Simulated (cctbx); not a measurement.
# What is wrong with this refinement?

Cell a = 4.1340 Å, b = 4.1340 Å, c = 21.6570 Å, α = 90.00°, β = 90.00°, γ = 90.00°; space group I4/mmm (no. 139).

Simulated single-crystal data (cctbx): synchrotron X-rays, λ = 0.7749 Å, to d = 0.65 Å, 70 % of the full sphere, strongest reflection 5000 counts, noise from counting, a 4 % proportional error and a noise floor of 8 counts (s.d.); no absorption.

An anisotropic refinement with weights 1/σ² prints:

```text
Rint 0.083, 256 unique reflections to 0.65 A
cycle     R1     wR2    GooF  max shift (A)
   1  0.1706  0.3378   6.291   0.00572
   2  0.1650  0.3051   5.682   0.00013
final R1 0.1649 wR2 0.3051 GooF 5.682  parameters 14  data/parameter 18.3
atom        x        y        z      Ueq    occ   su(xyz)  su(Uiso or U11)
Ti1    0.50000  0.50000  0.39989   0.0101  1.000  0.00031  0.0017
K1     0.50000  0.50000  0.00000   0.0079  1.000  0.00000  0.0026
K2     0.50000  0.50000  0.18825   0.0072  1.000  0.00029  0.0019
F1     0.00000  0.50000  0.09882   0.0100  1.000  0.00053  0.0054
F2     0.00000  0.00000  0.00000  -0.0033  1.000  0.00000  0.0038  NPD
difference map: max 26.85 min -5.32 rms 1.07
Q1    0.0000  0.0000  0.1986    4   27.49  2.13 A from Ti1
Q2    0.0000  0.0000  0.0940    4    6.96  0.13 A from Ti1
Q3    0.0000  0.0000  0.5000    2    6.41  0.00 A from K1
Q4    0.0000  0.0000  0.0000    2    5.11  0.00 A from F2
Q5    0.0000  0.0000  0.3302    4    3.87  0.40 A from K2
Q6    0.0000  0.0000  0.3881    4    3.77  1.65 A from K2
```

**Question.** Can this result stand? If not, what is the likely fault?

Mend it. The fault: an atom left out, F at (1/2, 1/2, 0.3023). Against the right model at the same level, R1 goes from 0.0239 to 0.1649 and GooF from 1.01 to 5.68, U of F2 shrinks from 0.0121 to -0.0033 Å², the top difference peak, 27.5 e/Å³, lies 2.13 Å from Ti1 and F2 goes non-positive-definite. Q1 is the missing atom. With scattering power missing, scale and phases suffer, so peaks may also grow on the heavy atoms.

The compound is K3Ti2F7. The right model at the same level gives:

```text
Rint 0.083, 256 unique reflections to 0.65 A
cycle     R1     wR2    GooF  max shift (A)
   1  0.0242  0.0549   1.028   0.00088
   2  0.0239  0.0541   1.014   0.00000
final R1 0.0239 wR2 0.0541 GooF 1.014  parameters 17  data/parameter 15.1
atom        x        y        z      Ueq    occ   su(xyz)  su(Uiso or U11)
Ti1    0.50000  0.50000  0.40005   0.0123  1.000  0.00006  0.0003
K1     0.50000  0.50000  0.00000   0.0100  1.000  0.00000  0.0005
K2     0.50000  0.50000  0.18799   0.0126  1.000  0.00005  0.0004
F1     0.50000  0.50000  0.30240   0.0151  1.000  0.00017  0.0011
F2     0.00000  0.50000  0.09889   0.0126  1.000  0.00011  0.0009
F3     0.00000  0.00000  0.00000   0.0121  1.000  0.00000  0.0015
difference map: max 1.43 min -1.34 rms 0.25
Q1    0.0000  0.0000  0.4722    4    1.43  0.60 A from K1
Q2    0.0000  0.0000  0.3563    4    0.85  0.96 A from K2
Q3    0.1082  0.1082  0.1657   16    0.81  0.94 A from F1
Q4    0.1404  0.1404  0.3438   16    0.80  1.07 A from K2
Q5    0.1883  0.1883  0.0254   16    0.79  1.23 A from F3
Q6    0.2353  0.2353  0.2305   16    0.79  1.55 A from F1
```

The model was made for the exercise: a known structure type with other elements put in, its volume estimated, not relaxed; displacement parameters are assumed.

[Middle refinement cycles are left out of these outputs.]

[Logs are printed without paths, hosts, clocks, repeated set-up lines and the standing remarks that a program may print on its own settings, such as how far it seeks lower states.]
